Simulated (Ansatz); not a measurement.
# What LiZnI3 (model cell, started as cubic perovskite with Zn in the octahedra) distorts into, part 2 of 3

Which phase does LiZnI3 (model cell, started as cubic perovskite with Zn in the octahedra) fall into along its unstable mode, and how much energy does it gain?

Ansatz 0.2.0; DFT PBEsol, scalar-relativistic, plane waves, PAW; PAW set soft_1.

So far, highest frequency on the path or at a solved wavevector (cm⁻¹): step 2 (response at finite wavevector) 144. Also lowest frequency on the path (cm⁻¹): step 2 -171.

The structure was built from a prototype and need not be the compound's stable phase.

### 6. Relaxing from the distorted cell

Starting from the lowest point found, all atoms and the cell are let go, so that strain and other modes of the same symmetry can join in.

Contents of input.yaml:

```yaml
crystal:
  lattice:
    - [5.5671905569, 0.0, 0.0]
    - [0.0, 5.5671905569, 0.0]
    - [0.0, 0.0, 5.5671905569]
  atoms:
    - { symbol: Li, position: [0.0622235144, -0.0622235144, -0.0622235144] }
    - { symbol: Zn, position: [0.5006302282, 0.4993697718, 0.4993697718] }
    - { symbol: I, position: [0.4980832131, 0.5019167869, -0.000106081] }
    - { symbol: I, position: [0.4980832131, -0.000106081, 0.5019167869] }
    - { symbol: I, position: [0.000106081, 0.5019167869, 0.5019167869] }
kpoints:
  mp_grid: { grid: [6, 6, 6] }
hamiltonian:
  xc: pbesol
  pseudopotentials: { kind: paw, azcp: { folder: soft_1 }, xc_functional: pbe }
scf:
  occupations: { method: methfessel_paxton, width: 0.2 }
output:
  forces: true
  stress: true
  eigenvalues: true
relax:
  adjacent_minimum: "off"
  f_tol: 0.002
  max_steps: 120
  cell: { stress_tol: 0.03 }
```

Command:

```console
> ansatz run input.yaml --threads 4 --pin off --max-ram 16384MiB --backend cpu --events-out ev --progress --plain --runs-dir out
```

Numbers of over 12 decimals in the logs are rounded to 6 here.

The program printed:

```text
[...]
Crystal: 5 atoms, lattice volume = 172.547 Å³
Basis set: ecut = 420 eV, 3407 PW (Γ), exchange–correlation on 80×80×80 points (8 copies of the dense FFT grid, shifted against one another)
Bands: 40, of which v1, the nominal top of the filled ones, is band 33 counted from 1 (32 counted from 0)
Symmetry: 6 space group operations
[...]
k-points: 32 of 216 (time reversal used)
[...]
SCF iter   1: F=—  HF=-25784.466579 eV  |F-HF|=—  |Δ(HF+E_count)|=         —  Δρ=5.37e-2  dr2=3.34e0  ethr=3.10e-3  ⟨swp⟩=8.7  Hψ=6121  notcnv=0
[...]
SCF iter  11: F=-25783.447698 eV  HF=-25783.447698 eV  |F-HF|=9.89e-9  |Δ(HF+E_count)|=   1.19e-7  S|Δr|=    0.00e0  Δρ=2.91e-6  dr2=1.76e-8  ethr=1.52e-10  ⟨swp⟩=6.0  Hψ=4805  notcnv=0
SCF 1 converged in 11 iterations: F = -25783.447698 eV  dr2 = 1.76e-8
[...]
relax step   1: F+E_penalty+E_count = -25783.44769802 eV  Δ(F+E_penalty+E_count) = +0.000e0 eV  max|allowed force component| = 2.274e-1 eV/Å  Δτ_max = 0.0000 Å  P = +0.065 GPa  Ω = 172.547 Å³  (11 SCF iters, dr2 threshold 1.00e-7 eV, accepted)
Crystal: 5 atoms, lattice volume = 173.998 Å³
[...]
SCF iter   7: F=-25783.574288 eV  HF=-25783.574288 eV  |F-HF|=4.51e-7  |Δ(HF+E_count)|=   4.35e-6  S|Δr|=    0.00e0  Δρ=6.05e-6  dr2=1.15e-7  ethr=7.58e-10  ⟨swp⟩=9.9  Hψ=6282  notcnv=0
SCF 2 converged in 7 iterations: F = -25783.574288 eV  dr2 = 1.15e-7
relax step   2: F+E_penalty+E_count = -25783.57428829 eV  Δ(F+E_penalty+E_count) = -1.266e-1 eV  max|allowed force component| = 2.829e-1 eV/Å  Δτ_max = 0.1949 Å  P = -0.032 GPa  Ω = 173.998 Å³  energy of the carried Pulay correction = -2.424e-4 eV  (7 SCF iters, dr2 threshold 5.00e-7 eV, accepted)
Crystal: 5 atoms, lattice volume = 175.293 Å³
Basis set: ecut = 420 eV, 3413 PW (Γ), exchange–correlation on 80×80×80 points (8 copies of the dense FFT grid, shifted against one another)
[...]
SCF iter   7: F=-25783.705290 eV  HF=-25783.705289 eV  |F-HF|=4.14e-7  |Δ(HF+E_count)|=   3.47e-6  S|Δr|=    0.00e0  Δρ=6.50e-6  dr2=1.09e-7  ethr=7.58e-10  ⟨swp⟩=10.2  Hψ=6203  notcnv=0
SCF 3 converged in 7 iterations: F = -25783.705290 eV  dr2 = 1.09e-7
relax step   3: F+E_penalty+E_count = -25783.70528973 eV  Δ(F+E_penalty+E_count) = -1.310e-1 eV  max|allowed force component| = 2.750e-1 eV/Å  Δτ_max = 0.1969 Å  P = -0.018 GPa  Ω = 175.293 Å³  energy of the carried Pulay correction = -4.559e-4 eV  (7 SCF iters, dr2 threshold 5.00e-7 eV, accepted)
[... from here on, the SCF cycles and remarks between the steps are left out ...]
relax step   4: F+E_penalty+E_count = -25783.83315819 eV  Δ(F+E_penalty+E_count) = -1.279e-1 eV  max|allowed force component| = 1.692e-1 eV/Å  Δτ_max = 0.1945 Å  P = +0.373 GPa  Ω = 175.441 Å³  energy of the carried Pulay correction = -4.801e-4 eV  (7 SCF iters, dr2 threshold 5.00e-7 eV, accepted)
relax step   5: F+E_penalty+E_count = -25783.90562280 eV  Δ(F+E_penalty+E_count) = -7.246e-2 eV  max|allowed force component| = 1.160e-1 eV/Å  Δτ_max = 0.1950 Å  P = +0.158 GPa  Ω = 182.609 Å³  energy of the carried Pulay correction = -1.615e-3 eV  (7 SCF iters, dr2 threshold 5.00e-7 eV, accepted)
relax step   6: F+E_penalty+E_count = -25783.74386718 eV  Δ(F+E_penalty+E_count) = +1.618e-1 eV  max|allowed force component| = 9.756e-1 eV/Å  Δτ_max = 0.1935 Å  P = +2.268 GPa  Ω = 189.241 Å³  energy of the carried Pulay correction = -2.600e-3 eV  (8 SCF iters, dr2 threshold 5.00e-7 eV, rejected (line search))
relax step   7: F+E_penalty+E_count = -25783.93015829 eV  Δ(F+E_penalty+E_count) = -2.454e-2 eV  max|allowed force component| = 9.784e-2 eV/Å  Δτ_max = 0.0963 Å  P = +0.064 GPa  Ω = 187.076 Å³  energy of the carried Pulay correction = -2.285e-3 eV  (11 SCF iters, accepted)
relax step   8: F+E_penalty+E_count = -25783.95450446 eV  Δ(F+E_penalty+E_count) = -2.435e-2 eV  max|allowed force component| = 8.957e-2 eV/Å  Δτ_max = 0.0976 Å  P = +0.254 GPa  Ω = 189.592 Å³  energy of the carried Pulay correction = -2.651e-3 eV  (7 SCF iters, dr2 threshold 5.00e-7 eV, accepted)
relax step   9: F+E_penalty+E_count = -25783.99287483 eV  Δ(F+E_penalty+E_count) = -3.837e-2 eV  max|allowed force component| = 7.749e-2 eV/Å  Δτ_max = 0.1472 Å  P = +0.497 GPa  Ω = 193.917 Å³  energy of the carried Pulay correction = -3.261e-3 eV  (7 SCF iters, dr2 threshold 5.00e-7 eV, accepted)
relax step  10: F+E_penalty+E_count = -25784.04036257 eV  Δ(F+E_penalty+E_count) = -4.749e-2 eV  max|allowed force component| = 5.131e-2 eV/Å  Δτ_max = 0.1969 Å  P = +0.587 GPa  Ω = 200.643 Å³  energy of the carried Pulay correction = -4.167e-3 eV  (7 SCF iters, dr2 threshold 5.00e-7 eV, accepted)
relax step  11: F+E_penalty+E_count = -25784.05195083 eV  Δ(F+E_penalty+E_count) = -1.159e-2 eV  max|allowed force component| = 8.827e-2 eV/Å  Δτ_max = 0.1932 Å  P = -0.214 GPa  Ω = 211.224 Å³  energy of the carried Pulay correction = -5.493e-3 eV  (7 SCF iters, dr2 threshold 5.00e-7 eV, accepted)
relax step  12: F+E_penalty+E_count = -25784.01446498 eV  Δ(F+E_penalty+E_count) = +3.749e-2 eV  max|allowed force component| = 4.468e-1 eV/Å  Δτ_max = 0.1964 Å  P = +0.483 GPa  Ω = 222.490 Å³  energy of the carried Pulay correction = -6.789e-3 eV  (7 SCF iters, dr2 threshold 5.00e-7 eV, rejected (line search))
relax step  13: F+E_penalty+E_count = -25784.06941378 eV  Δ(F+E_penalty+E_count) = -1.746e-2 eV  max|allowed force component| = 4.441e-2 eV/Å  Δτ_max = 0.0679 Å  P = -0.046 GPa  Ω = 212.054 Å³  energy of the carried Pulay correction = -5.593e-3 eV  (11 SCF iters, accepted)
relax step  14: F+E_penalty+E_count = -25784.07203108 eV  Δ(F+E_penalty+E_count) = -2.617e-3 eV  max|allowed force component| = 4.295e-2 eV/Å  Δτ_max = 0.0572 Å  P = +0.041 GPa  Ω = 215.813 Å³  energy of the carried Pulay correction = -6.035e-3 eV  (7 SCF iters, dr2 threshold 1.23e-7 eV, accepted)
relax step  15: F+E_penalty+E_count = -25784.07284712 eV  Δ(F+E_penalty+E_count) = -8.160e-4 eV  max|allowed force component| = 1.092e-2 eV/Å  Δτ_max = 0.0377 Å  P = -0.028 GPa  Ω = 215.168 Å³  energy of the carried Pulay correction = -5.960e-3 eV  (7 SCF iters, dr2 threshold 1.15e-7 eV, accepted)
relax step  16: F+E_penalty+E_count = -25784.07312894 eV  Δ(F+E_penalty+E_count) = -2.818e-4 eV  max|allowed force component| = 2.408e-3 eV/Å  Δτ_max = 0.0149 Å  P = +0.009 GPa  Ω = 214.989 Å³  energy of the carried Pulay correction = -5.939e-3 eV  (7 SCF iters, dr2 threshold 7.45e-9 eV, accepted)
relax step  17: F+E_penalty+E_count = -25784.07312257 eV  Δ(F+E_penalty+E_count) = +6.372e-6 eV  max|allowed force component| = 5.447e-4 eV/Å  Δτ_max = 0.0009 Å  P = -0.002 GPa  Ω = 215.126 Å³  energy of the carried Pulay correction = -5.955e-3 eV  (7 SCF iters, dr2 threshold 3.63e-10 eV, accepted)
relax step  18: F+E_penalty+E_count = -25784.08217246 eV  Δ(F+E_penalty+E_count) = -9.050e-3 eV  max|allowed force component| = 5.816e-4 eV/Å  Δτ_max = 0.0000 Å  P = +0.065 GPa  Ω = 215.126 Å³  stress off target by 1.67e-1 GPa  SCF on the basis re-selected at this cell (its energy is not comparable with the rows above)  (10 SCF iters)
relax step  19: F+E_penalty+E_count = -25784.08420565 eV  Δ(F+E_penalty+E_count) = -2.033e-3 eV  max|allowed force component| = 1.932e-2 eV/Å  Δτ_max = 0.0179 Å  P = +0.000 GPa  Ω = 218.934 Å³  energy of the carried Pulay correction = -4.536e-4 eV  (7 SCF iters, dr2 threshold 7.00e-8 eV, accepted)
relax step  20: F+E_penalty+E_count = -25784.08446616 eV  Δ(F+E_penalty+E_count) = -2.605e-4 eV  max|allowed force component| = 2.003e-3 eV/Å  Δτ_max = 0.0084 Å  P = +0.007 GPa  Ω = 220.735 Å³  energy of the carried Pulay correction = -6.646e-4 eV  (7 SCF iters, dr2 threshold 2.33e-8 eV, accepted)
relax step  21: F+E_penalty+E_count = -25784.08442924 eV  Δ(F+E_penalty+E_count) = +3.692e-5 eV  max|allowed force component| = 2.305e-4 eV/Å  Δτ_max = 0.0056 Å  P = +0.000 GPa  Ω = 221.521 Å³  energy of the carried Pulay correction = -7.555e-4 eV  (8 SCF iters, dr2 threshold 2.51e-10 eV, accepted)
[...]
SCF iter   9: F=-25784.085139 eV  HF=-25784.085139 eV  |F-HF|=5.09e-11  |Δ(HF+E_count)|=  1.89e-10  S|Δr|=    0.00e0  Δρ=5.33e-8  dr2=1.14e-11  ethr=1.00e-12  ⟨swp⟩=9.7  Hψ=7245  notcnv=0
SCF 22 converged in 9 iterations: F = -25784.085139 eV  dr2 = 1.14e-11
relax step  22: F+E_penalty+E_count = -25784.08513851 eV  Δ(F+E_penalty+E_count) = -7.093e-4 eV  max|allowed force component| = 2.454e-4 eV/Å  Δτ_max = 0.0000 Å  P = -0.002 GPa  Ω = 221.521 Å³  stress off target by 2.21e-3 GPa  SCF on the basis re-selected at this cell (its energy is not comparable with the rows above)  (9 SCF iters)
[...]
SCF converged after 9 iterations
[...]
Free energy (F): -25784.085139 eV
[...]
Internal energy: -25784.085139 eV  (E = F + TS)
E sigma→0 (E₀):  -25784.085139 eV
Fermi energy:    2.576163 eV
[...]
--- Forces (eV/Å), atoms counted from 1 ---
  atom   1  Li     0.00024566    -0.00024566    -0.00024566
  atom   2  Zn    -0.00013876     0.00013876     0.00013876
  atom   3  I     -0.00005113     0.00005113     0.00000347
  atom   4  I     -0.00005113     0.00000347     0.00005113
  atom   5  I     -0.00000347     0.00005113     0.00005113
  max |Σ_I F_I| component: 1.16e-6 eV/Å
--- Stress (GPa, compression-positive) ---
       -0.001590       0.000309       0.000309
        0.000309      -0.001590      -0.000309
        0.000309      -0.000309      -0.001590
  P = ⅓ Tr σ = -0.0016 GPa (-0.016 kbar)
--- Band table (eV; the first three rows and the last of 32) ---
  k-point 0: bands = [... 29 lower, 1.0189, 1.4162, 1.4399, 1.4399, 3.3324, 5.1999, 5.7625, 7.1087, ... 3 higher]
  k-point 1: bands = [... 29 lower, 0.9005, 1.2573, 1.2579, 1.4501, 3.7284, 5.4154, 5.9536, 7.1744, ... 3 higher]
  k-point 2: bands = [... 29 lower, 0.6089, 0.9525, 1.1094, 1.4369, 4.4908, 5.8728, 6.3345, 7.3037, ... 3 higher]
  k-point 31: bands = [... 29 lower, 1.0857, 1.4502, 1.4502, 1.8115, 4.6126, 5.8360, 7.2850, 7.2850, ... 3 higher]
--- Relaxed structure (20 steps of the walk, 18 accepted, 2 SCFs on fresh bases) ---
  F+E_penalty+E_count = -25784.08513851 eV   max|allowed force component| = 2.454e-4 eV/Å   (the final SCF, on the basis selected at the relaxed cell)
  cell:  # Å, volume = 221.5209 Å³
    - [6.059341, -0.231768, -0.231768]
    - [-0.231768, 6.059341, 0.231768]
    - [-0.231768, 0.231768, 6.059341]
  atoms:
    - { symbol: Li, position: [0.141409, -0.141409, -0.141409] }
    - { symbol: Zn, position: [0.575920, 0.424080, 0.424080] }
    - { symbol: I, position: [0.440152, 0.559848, 0.038506] }
    - { symbol: I, position: [0.440152, 0.038506, 0.559848] }
    - { symbol: I, position: [-0.038506, 0.559848, 0.559848] }
```

The job ended after 2.6 min (4 threads of Arm Neoverse V1, shared host; peak memory 0.67 GiB; 10 min of CPU time).

The steps of the relaxation:

```
step  energy less that of the first step (eV)  largest force component (eV/Å)  pressure (GPa)  volume (Å³)
   1                                   0.0000                          0.2274            0.06       172.55
   2                                  -0.1266                          0.2829           -0.03       174.00
   3                                  -0.2576                          0.2750           -0.02       175.29
   4                                  -0.3855                          0.1692            0.37       175.44
   5                                  -0.4579                          0.1160            0.16       182.61
   6                                  -0.2962                          0.9756            2.27       189.24
   7                                  -0.4825                          0.0978            0.06       187.08
   8                                  -0.5068                          0.0896            0.25       189.59
   9                                  -0.5452                          0.0775            0.50       193.92
  10                                  -0.5927                          0.0513            0.59       200.64
  11                                  -0.6043                          0.0883           -0.21       211.22
  12                                  -0.5668                          0.4468            0.48       222.49
  13                                  -0.6217                          0.0444           -0.05       212.05
  14                                  -0.6243                          0.0429            0.04       215.81
  15                                  -0.6251                          0.0109           -0.03       215.17
  16                                  -0.6254                          0.0024            0.01       214.99
  17                                  -0.6254                          0.0005            0.00       215.13
 18*                                  -0.6345                          0.0006            0.06       215.13
  19                                  -0.6365                          0.0193            0.00       218.93
  20                                  -0.6368                          0.0020            0.01       220.74
  21                                  -0.6367                          0.0002            0.00       221.52
 22*                                  -0.6374                          0.0002            0.00       221.52
```

Relaxation steps marked * repeat the geometry before them on a plane-wave basis chosen anew for their cell, so energy and pressure can jump there. Relaxation steps 6, 12 were tried and not accepted.

The run keeps the 6 symmetry operations that it works with, so distortions that break them were not tested.

| cell as run | before | after | change |
| --- | --- | --- | --- |
| a (Å) | 5.567 | 6.068 | +9.0 % |
| b (Å) | 5.567 | 6.068 | +9.0 % |
| c (Å) | 5.567 | 6.068 | +9.0 % |
| α (°) | 90.00 | 85.54 | -5.0 % |
| β (°) | 90.00 | 94.46 | +5.0 % |
| γ (°) | 90.00 | 94.46 | +5.0 % |
| volume (Å³/atom) | 34.51 | 44.30 | +28.4 % |

The atoms that moved most (Å, as changes of fractional coordinates times the final cell):

```
atom      dx      dy      dz  length
 Li1   0.517  -0.517  -0.517   0.895
 Zn2   0.491  -0.491  -0.491   0.851
  I4  -0.373   0.261   0.373   0.589
  I3  -0.373   0.373   0.261   0.589
  I5  -0.261   0.373   0.373   0.589
```

Numbers from this step:

```yaml
pressure: -0.001590 GPa
volume_per_atom: 44.30 Å³
gap_on_the_k_mesh: 1.521 eV
```

The distorted start has space group R3m; the relaxation ends in R3m.

### 7. The new phase in its own primitive cell

The relaxed structure is symmetrised, reduced to its primitive cell and relaxed tightly, as its phonons need.

input.yaml, the sections that differ from step 6:

```yaml
crystal:
  lattice:
    - [4.1207165379, 2.3790968024, 3.7659845742]
    - [-4.1207165379, 2.3790968024, 3.7659845742]
    - [0.0, -4.7581936049, 3.7659845742]
  atoms:
    - { symbol: Li, position: [0.1414086568, 0.1414086568, 0.1414086568] }
    - { symbol: Zn, position: [0.5759195792, 0.5759195792, 0.5759195792] }
    - { symbol: I, position: [0.4401518134, 0.9614943869, 0.4401518134] }
    - { symbol: I, position: [0.9614943869, 0.4401518134, 0.4401518134] }
    - { symbol: I, position: [0.4401518134, 0.4401518134, 0.9614943869] }
scf:
  occupations: { method: fixed }
relax:
  adjacent_minimum: "off"
  f_tol: 0.001
  max_steps: 60
  cell: { stress_tol: 0.01 }
# kpoints, hamiltonian, output: as in step 6
```

The program printed:

```text
[...]
Crystal: 5 atoms, lattice volume = 221.521 Å³
Basis set: ecut = 420 eV, 4303 PW (Γ), exchange–correlation on 90×90×90 points (8 copies of the dense FFT grid, shifted against one another)
Bands: 40, of which v1, the nominal top of the filled ones, is band 33 counted from 1 (32 counted from 0)
Symmetry: 6 space group operations
[...]
k-points: 32 of 216 (time reversal used)
[...]
cell:  # Å, volume = 221.5209 Å³
    - [4.120717, 2.379097, 3.765985]
    - [-4.120717, 2.379097, 3.765985]
    - [0.0, -4.758194, 3.765985]
  atoms:
    - { symbol: Li, position: [0.141409, 0.141409, 0.141409] }
    - { symbol: Zn, position: [0.575920, 0.575920, 0.575920] }
    - { symbol: I, position: [0.440152, 0.961494, 0.4401518134] }
    - { symbol: I, position: [0.961494, 0.440152, 0.4401518134] }
    - { symbol: I, position: [0.440152, 0.440152, 0.961494] }
[key lines of the parts left out:]
SCF converged after 8 iterations
Free energy (F): -25784.085139 eV
Fermi energy:    1.811511 eV
P = ⅓ Tr σ = -0.0016 GPa (-0.016 kbar)
```

The job ended after 19 s (4 threads; peak memory 0.65 GiB; 75 s of CPU time).

Little changed from the start: no atom moved by 0.005 Å and no cell edge by 0.1 %.

Numbers from this step:

```yaml
pressure: -0.001589 GPa
direct_gap_on_mesh: 1.893 eV
```

The largest force component left is 0.42 meV/Å and the pressure is -0.002 GPa, within the tolerances set. The cell now holds 44.30 Å³/atom.

(Part 2 of 3 ends here.)

[Logs are printed without paths, hosts, clocks, repeated set-up lines and the standing remarks that a program may print on its own settings, such as how far it seeks lower states.]

[Hosts, paths, dates, database ids (printed as entryN), source tags and the programs' standing remarks are cut or masked in the printed files.]
